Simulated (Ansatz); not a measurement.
**Mg2C (model cell, started as cuprite): following an unstable mode**

Wanted: the energy along a soft mode of Mg2C (model cell, started as cuprite) and the structure at the end.

Method: DFT PBE, scalar-relativistic, plane waves, PAW, in Ansatz 0.2.0.

Most raw output is cut from this account.

The structure was built from a prototype and need not be the compound's stable phase.

## (1) The structure

It takes space group Pn-3m (No. 224, cubic). Conventional cell: a = 4.839 Å, b = 4.839 Å, c = 4.839 Å, α = 90.00°, β = 90.00°, γ = 90.00°. C has 4 Mg at 2.10 Å nearest. Mg has 2 C at 2.10 Å nearest. Farther neighbours are not listed.

## (2) The dispersion

The cell comes from relaxations at this level that are not shown. Stability and thermal properties need the whole zone. Linear response on a 2×2×2 q mesh gives force constants as far as a supercell of that size would.

input.yaml

```yaml
crystal:
  lattice:
    - [4.8390002607, 0.0, 0.0]
    - [0.0, 4.8390002607, 0.0]
    - [0.0, 0.0, 4.8390002607]
  atoms:
    - { symbol: C, position: [0.0, 0.0, 0.0] }
    - { symbol: C, position: [0.5, 0.5, 0.5] }
    - { symbol: Mg, position: [0.25, 0.25, 0.25] }
    - { symbol: Mg, position: [0.75, 0.75, 0.25] }
    - { symbol: Mg, position: [0.75, 0.25, 0.75] }
    - { symbol: Mg, position: [0.25, 0.75, 0.75] }
kpoints:
  mp_grid: { grid: [6, 6, 6] }
hamiltonian:
  xc: pbe
scf:
  occupations: { method: methfessel_paxton, width: 0.15 }
output:
  eigenvalues: true
phonons:
  method: dfpt
  qmesh: [2, 2, 2]
  temperatures: { t_max: 1000, t_step: 50 }
  qpath:
    path:
      - [[0.0, 0.0, 0.0], [0.0, 0.5, 0.0], [0.5, 0.5, 0.0], [0.0, 0.0, 0.0], [0.5, 0.5, 0.5], [0.0, 0.5, 0.0]]
      - [[0.5, 0.5, 0.5], [0.5, 0.5, 0.0]]
    npoints: 10
```

Command:

```console
ansatz run input.yaml --threads 8 --pin off --max-ram 14336MiB --backend cpu --events-out ev --progress --plain --runs-dir out
```

The job ended after 45 s (8 threads of Arm Neoverse V1, shared host; peak memory 1.2 GiB; 5.7 min of CPU time).

This step gave:

```yaml
volume_per_atom: 18.88 Å³
gap_on_the_k_mesh: 0 eV
sum_rule_residual_before_enforcement: 1.29e-5 eV/Å²
lowest_frequency_on_the_path: -54.63 cm⁻¹
point_group: m-3m
highest_frequency_on_the_path_or_at_a_solved_wavevector: 626.1 cm⁻¹
highest_optical_mode_at_the_zone_centre_no_lo_to_term: 608.3 cm⁻¹
lowest_optical_zone_centre_mode: -54.63 cm⁻¹
lowest_mode_on_the_q_mesh_acoustic_modes_at_gamma_apart: -54.63 cm⁻¹
```

Frequencies (cm⁻¹) solved at each irreducible wavevector; negative means imaginary. Frequencies by wavevector, by row:

```
q in reciprocal lattice units  star  mode 1  mode 2  mode 3  mode 4  mode 16  mode 17  mode 18
                        0 0 0     1   -54.6   -54.6   -54.6       0    608.3    608.3    608.3
                     0 0 -0.5     3    68.4    68.4   103.3   103.3    603.3    613.7    613.7
                  0 -0.5 -0.5     3   -30.9   -30.9    56.5    56.5    572.3    613.1    613.1
               -0.5 -0.5 -0.5     1   -32.4   -32.4      83      83    626.1    626.1    626.1
```

Interpolated from a 2×2×2 q mesh. The phonon branches at the labelled points (cm⁻¹):

```
    point  branch 1  branch 2  branch 3  branch 4  branch 15  branch 16  branch 17  branch 18
        Γ       -55       -55       -55         0        484        608        608        608
  halfway        35        35        67        83        551        611        611        612
        X        68        68       103       103        603        603        614        614
  halfway        56        56        93        93        588        588        615        615
        M       -31       -31        56        56        572        572        613        613
  halfway       -38        56        67        99        552        606        613        614
        Γ       -55       -55       -55         0        484        608        608        608
  halfway        38        38        79        79        558        601        616        616
        R       -32       -32        83        83        485        626        626        626
  halfway        56        74        80        88        560        599        618        619
        X        68        68       103       103        603        603        614        614
jump to R       -32       -32        83        83        485        626        626        626
  halfway        14        58        58        78        525        610        620        620
        M       -31       -31        56        56        572        572        613        613
```

Symmetry leaves 4 wavevectors to solve. The lowest mode among them, the acoustic zeros apart, lies at Γ and is imaginary, 54.6i cm⁻¹, so the energy falls along it.

## (3) The mode frozen in, largest atomic shift 0 Å

The mode followed lies at Γ with frequency 54.6i cm⁻¹ and is 3-fold degenerate, the softest among the wavevectors solved. At small amplitude the distorted cell has space group no. 102 by a symmetry search on the positions. The undistorted cell that holds it gives the zero of energy on the same k mesh.

input.yaml, the sections that differ from step 2:

```yaml
output:
  forces: true
  stress: true
  eigenvalues: true
# crystal, kpoints, hamiltonian, scf: as in step 2
# phonons: removed
```

Run time: 1.1 s. Hardware: 8 threads; peak memory 0.45 GiB.

Numbers from this step:

```yaml
pressure: 0.003682 GPa
energy_from_the_undistorted_cell: 0 meV/atom
```

The run ends at a pressure of 0.00 GPa.

## (4) The mode frozen in, largest atomic shift 0.14 Å

The atoms are moved along the unstable eigenvector, the largest shift by 0.14 Å, with the cell fixed.

input.yaml, the sections that differ from step 3:

```yaml
crystal:
  lattice:
    - [4.8390002607, 0.0, 0.0]
    - [0.0, 4.8390002607, 0.0]
    - [0.0, 0.0, 4.8390002607]
  atoms:
    - { symbol: C, position: [0.0289315959, 0.0, 0.0] }
    - { symbol: C, position: [0.5289315959, 0.5, 0.5] }
    - { symbol: Mg, position: [0.2428513187, 0.2665675186, 0.2665675186] }
    - { symbol: Mg, position: [0.7428513187, 0.7665675186, 0.2334324814] }
    - { symbol: Mg, position: [0.7428513187, 0.2334324814, 0.7665675186] }
    - { symbol: Mg, position: [0.2428513187, 0.7334324814, 0.7334324814] }
# kpoints, hamiltonian, scf, output: as in step 3
```

It took 1.6 s on 8 threads; peak memory 0.46 GiB; 11 s of CPU time.

This step gave:

* pressure: -0.6428 GPa
* energy from the undistorted cell: -0.785 meV/atom

The energy, extrapolated to zero smearing, is -0.79 meV/atom against the undistorted cell.

The run ends at a pressure of -0.64 GPa, with forces up to 0.0091 eV/Å.

## (5) Energy along the mode, all amplitudes (two of the runs are shown above)

An imaginary frequency means negative curvature, so the energy should fall and then rise again as anharmonic terms take over.

Numbers from this step:

```yaml
depth_at_the_lowest_point_sampled: 0.785 meV/atom
largest_atomic_shift_at_that_point: 0.14 Å
```

The energy from the parent by largest atomic shift:

```
largest atomic shift (Å)  energy from the parent (meV/atom)
                   0.000                                  0
                   0.040                             -0.132
                   0.080                             -0.454
                   0.140                             -0.785
                   0.220                               1.23
                   0.320                               14.4
```

Displacement at unit largest shift by atom:

```
atom  x (Å)  y (Å)  z (Å)  size
  C1   1.00   0.00   0.00  1.00
  C2   1.00   0.00   0.00  1.00
 Mg3  -0.25   0.57   0.57  0.85
 Mg4  -0.25   0.57  -0.57  0.85
 Mg5  -0.25  -0.57   0.57  0.85
 Mg6  -0.25  -0.57  -0.57  0.85
```

The lowest of the steps tried is at 0.14 Å, 0.785 meV/atom below the parent; the bottom of the well need not coincide with a step.

## (6) Relaxation from the frozen mode

Starting from the lowest point found, all atoms and the cell are let go, so that strain and other modes of the same symmetry can join in.

input.yaml, as its differences from that of step 4:

```diff
@@ -22 +22,10 @@
   eigenvalues: true
+  write_density: true
+  write_potential: true
+  elf: true
+  volumetric_format: npy
+relax:
+  adjacent_minimum: "off"
+  f_tol: 0.002
+  max_steps: 120
+  cell: { stress_tol: 0.03 }
```

Elapsed: 33 s, on 8 threads; peak memory 0.55 GiB; 4 min of CPU time.

The steps of the relaxation:

```
step  energy less that of the first step (eV)  largest force component (eV/Å)  pressure (GPa)  volume (Å³)
   1                                   0.0000                          0.0071           -0.64       113.31
   2                                  -0.0153                          0.0557           -0.23       112.37
   3                                  -0.0956                          0.3395            0.23       109.92
   4                                  -0.3000                          0.7609           -0.14       107.26
   5                                  -0.7519                          1.1574           -1.43       103.97
   6                                  -1.5028                          1.1815           -3.01        99.83
   7                                  -2.1949                          1.0079           -1.79        94.21
   8                                  -2.2994                          0.7384            1.78        89.65
   9                                  -2.1278                          0.2597            4.66        87.14
  10                                  -2.3425                          0.2092           -0.99        92.25
  11                                  -2.3669                          0.0058            0.10        91.22
  12                                  -2.3672                          0.0012           -0.03        91.31
  13                                  -2.3673                          0.0001            0.00        91.28
 14*                                  -2.3679                          0.0004            0.00        91.28
  15                                  -2.3680                          0.0001            0.00        91.30
 16*                                  -2.3680                          0.0001            0.00        91.30
```

Relaxation steps marked * repeat the geometry before them on a plane-wave basis chosen anew for their cell, so energy and pressure can jump there. Relaxation step 9 was tried and not accepted.

The run keeps the 8 symmetry operations that it works with, so distortions that break them were not tested.

```
     cell as run  before  after   change
           a (Å)   4.839  3.541  -26.8 %
           b (Å)   4.839  5.078   +4.9 %
           c (Å)   4.839  5.078   +4.9 %
volume (Å³/atom)   18.88  15.22  -19.4 %
```

The atoms that moved most (Å, as changes of fractional coordinates times the final cell):

```
atom      dx      dy      dz  length
  C2   0.505   0.000   0.000   0.505
  C1   0.505   0.000   0.000   0.505
 Mg6  -0.253  -0.206  -0.206   0.386
 Mg4  -0.253   0.206  -0.206   0.386
 Mg5  -0.253  -0.206   0.206   0.386
 Mg3  -0.253   0.206   0.206   0.386
```

The relaxed structure:

```xyz
6
Lattice="3.5412 0.0000 0.0000 0.0000 5.0776 0.0000 0.0000 0.0000 5.0776" Properties=species:S:1:pos:R:3 pbc="T T T"
C     0.6075    0.0000    0.0000
C     2.3781    2.5388    2.5388
Mg    0.6075    1.5596    1.5596
Mg    2.3781    4.0984    0.9792
Mg    2.3781    0.9792    4.0984
Mg    0.6075    3.5180    3.5180
```

Numbers from this step:

| Quantity | Value |
| --- | --- |
| pressure | 0.002630 GPa |
| volume per atom | 15.22 Å³ |

Electrostatic potential energy in the bc plane at fractional x = 0.172, with atoms of C and Mg within 0.2 Å of it. With pseudopotentials it is smooth inside the atoms' cores, unlike the true potential.

Ten even steps from '_' (-72 eV) to '@' (10 eV), each cell a mean:
```
..++@@@@@@@@@@@@@@@@@@@@%%--
##%%@@@@@@@@@@@@@@%%%%@@@@%%
@@@@@@@@@@@@@@@@##++++##@@@@
@@@@@@@@@@@@@@%%++__..++%%@@
@@@@@@@@@@@@@@%%++____++%%@@
@@@@@@@@@@@@@@@@##++++##@@@@
@@@@@@@@@@@@@@@@@@%%%%@@@@@@
@@@@%%######%%@@@@@@@@@@@@@@
@@@@##==..--##@@@@@@@@@@@@@@
@@@@##::__..##@@@@@@@@@@@@@@
@@@@%%==::==##@@@@@@@@@@@@@@
@@@@@@%%####%%@@@@@@@@@@@@@@
==##@@@@@@@@@@@@@@@@@@@@%%++
__==@@@@@@@@@@@@@@@@@@@@##..
```
Columns run along b (5.1 Å; values clipped at the 3rd and 97th percentile), rows up along c (5.1 Å). Atoms in or near the plane, at fractional coordinates: C at (0.00, 0.00), Mg at (0.31, 0.31), Mg at (0.69, 0.69).

Valence density in the bc plane at fractional x = 0.172, with atoms of C and Mg within 0.2 Å of it. It is the smooth field of the valence electrons, not physical close to the nuclei.

Values in e/Å³, 14 rows by 14 columns, each cell a mean:
```
 2  1  1  0  0  0  0  0  0  0  0  0  1  1
 1  1  0  0  0  0  0  0  0  0  0  0  1  1
 0  0  0  0  0  0  0  0  1  3  3  1  0  0
 0  0  0  0  0  0  0  0  3 17 16  3  0  0
 0  0  0  0  0  0  0  0  3 18 17  3  0  0
 0  0  0  0  0  0  0  0  1  3  3  1  0  0
 0  0  0  0  0  0  0  0  0  0  0  0  0  0
 0  0  0  0  1  0  0  0  0  0  0  0  0  0
 0  0  0  5 13  6  0  0  0  0  0  0  0  0
 0  0  1 10 24 13  1  0  0  0  0  0  0  0
 0  0  0  4 10  5  0  0  0  0  0  0  0  0
 1  1  0  0  1  0  0  0  0  0  0  0  0  1
 1  1  1  0  0  0  0  0  0  0  0  0  1  1
 2  1  1  0  0  0  0  0  0  0  0  0  1  2
```
Columns run along b (5.1 Å), rows up along c (5.1 Å). Atoms in or near the plane, at fractional coordinates: C at (0.00, 0.00), Mg at (0.31, 0.31), Mg at (0.69, 0.69).

ELF in the bc plane at fractional x = 0.172, with atoms of C and Mg within 0.2 Å of it. It is the smooth field of the valence electrons, not physical close to the nuclei.

Ten even steps from '_' (0.04) to '@' (0.79), each cell a mean:
```
--%%@@%%**--::..::--**@@@@**
@@@@%%**==::..______..==@@@@
@@%%##==::....__..----..==@@
##**==::......__==------..**
++==::........__--------__--
::::......::::__..--==..__::
::..________....__________..
::..__..::..__..::........::
--....======..__::......::--
**::..==::==::__......::==**
%%++..--====..__....::==**%%
@@@@==......____..::==##%%@@
##@@@@++::......::==**%%@@%%
__##@@%%**--::::::++##@@@@--
```
Columns run along b (5.1 Å), rows up along c (5.1 Å). Atoms in or near the plane, at fractional coordinates: C at (0.00, 0.00), Mg at (0.31, 0.31), Mg at (0.69, 0.69).

The distorted start has space group P4_2nm; the relaxation ends in P4_2/mnm.

## (7) Modes of the new phase

A relaxed structure may still be a saddle point, so its zone-centre modes are computed. No field response is asked, since the mesh shows no gap.

input.yaml

```yaml
crystal:
  lattice:
    - [3.5412025265, 0.0, 0.0]
    - [0.0, 5.0775962515, 0.0]
    - [0.0, 0.0, 5.0775962515]
  atoms:
    - { symbol: C, position: [0.1715458311, 0.0, 0.0] }
    - { symbol: C, position: [0.6715458311, 0.5, 0.5] }
    - { symbol: Mg, position: [0.1715442011, 0.3071619378, 0.3071619378] }
    - { symbol: Mg, position: [0.6715442011, 0.8071619378, 0.1928380622] }
    - { symbol: Mg, position: [0.6715442011, 0.1928380622, 0.8071619378] }
    - { symbol: Mg, position: [0.1715442011, 0.6928380622, 0.6928380622] }
kpoints:
  mp_grid: { grid: [6, 6, 6] }
hamiltonian:
  xc: pbe
scf:
  occupations: { method: methfessel_paxton, width: 0.15 }
output:
  eigenvalues: true
phonons:
  method: dfpt
```

Elapsed: 19 s, on 8 threads; peak memory 1.1 GiB.

This step gave:

```
sum-rule residual before enforcement                    : 3.77e-5 eV/Å²
point group                                             : 4/mmm
highest optical mode at the zone centre (no LO-TO term) : 520.1 cm⁻¹
lowest optical zone-centre mode                         : 102.7 cm⁻¹
```

Patterns of degenerate modes are one choice out of their space. Modes at Γ, with each element's share of the kinetic energy:

```
mode  frequency (cm⁻¹)  symmetry  C %  Mg %
   1               0.0  acoustic   20    80
   2               0.0  acoustic   20    80
   3               0.0  acoustic   20    80
   4             102.7       B1g    0   100
   5             250.0       B1u   16    84
   6             251.3        Eu   14    86
   7             251.3        Eu   14    86
   8             256.8        Eg    0   100
   9             256.8        Eg    0   100
  10             300.6       A2g    0   100
  11             350.2       A1g    0   100
  12             418.5       B2g    0   100
  13             436.3        Eu   80    20
  14             436.3        Eu   80    20
  15             496.6       A2u   80    20
  16             508.2       B1u   84    16
  17             520.1        Eu   86    14
  18             520.1        Eu   86    14
```

Displacements in mode 4 (102.7 cm⁻¹), the largest set to 1:
```
C1   0.00  0.00  0.00
C2   0.00  0.00  0.00
Mg3  0.00 -1.00  1.00
Mg4  0.00 -1.00 -1.00
Mg5  0.00  1.00  1.00
Mg6  0.00  1.00 -1.00
```

Displacements in mode 6 (251.3 cm⁻¹), the largest set to 1:
```
C1   0.00 -0.77  0.87
C2   0.00 -0.25  0.46
Mg3  0.00  1.00 -0.84
Mg4  0.00 -0.75  0.51
Mg5  0.00 -0.75  0.51
Mg6  0.00  1.00 -0.84
```

Before it was imposed, the acoustic sum rule was missed by 3.8e-5 eV/Å². Small misses are needed for a sound result but don't prove that mesh and cutoff are converged. The lowest optical mode is real, 103 cm⁻¹.

## (8) Results

| Property | Result |
| --- | --- |
| unstable mode of the parent | q = (0, 0, 0), 55i cm⁻¹ |
| depth at the lowest point sampled | 0.785 meV/atom |
| largest atomic shift at that point | 0.14 Å |
| space group reached (within 0.01 Å) | P4_2/mnm |
| energy gained over the parent (first relaxation, on the mesh of the frozen mode) | 395 meV/atom |
| volume per atom, phase reached | 15.2 Å³ |
| lowest optical zone-centre mode, phase reached | 103 cm⁻¹ |
| highest optical mode at the zone centre (no LO-TO term), phase reached | 520 cm⁻¹ |

In words: Along this mode the structure falls into P4_2/mnm, 395 meV/atom below the parent. At the parent's cell the well is 0.785 meV/atom deep on the steps tried, with its lowest point at a shift of 0.14 Å. Relaxing atoms and cell changes the gain by +394.54 meV/atom against the lowest step (energies at zero smearing). Most of the total comes from this relaxation. The new phase has no imaginary mode at the zone centre of its cell; other wavevectors were not checked. How so shallow a well moves with the k mesh was not tested. Of the 5 patterns followed to their end from this parent, this one reaches the lowest energy. Each path keeps the symmetry of its pattern, so a lower phase may lie along a pattern not tried. With no gap, or one that is small against the smearing, the frequencies hang on the k mesh and the smearing, most of all near Kohn anomalies. The volume moved by more than a tenth on the k mesh of the start, so the energy gain is rough. The starting cell was built on a prototype and not taken from a measurement, so the phase need not exist.

[Logs are printed without paths, hosts, clocks, repeated set-up lines and the standing remarks that a program may print on its own settings, such as how far it seeks lower states.]

[Hosts, paths, dates, database ids (printed as entryN), source tags and the programs' standing remarks are cut or masked in the printed files.]
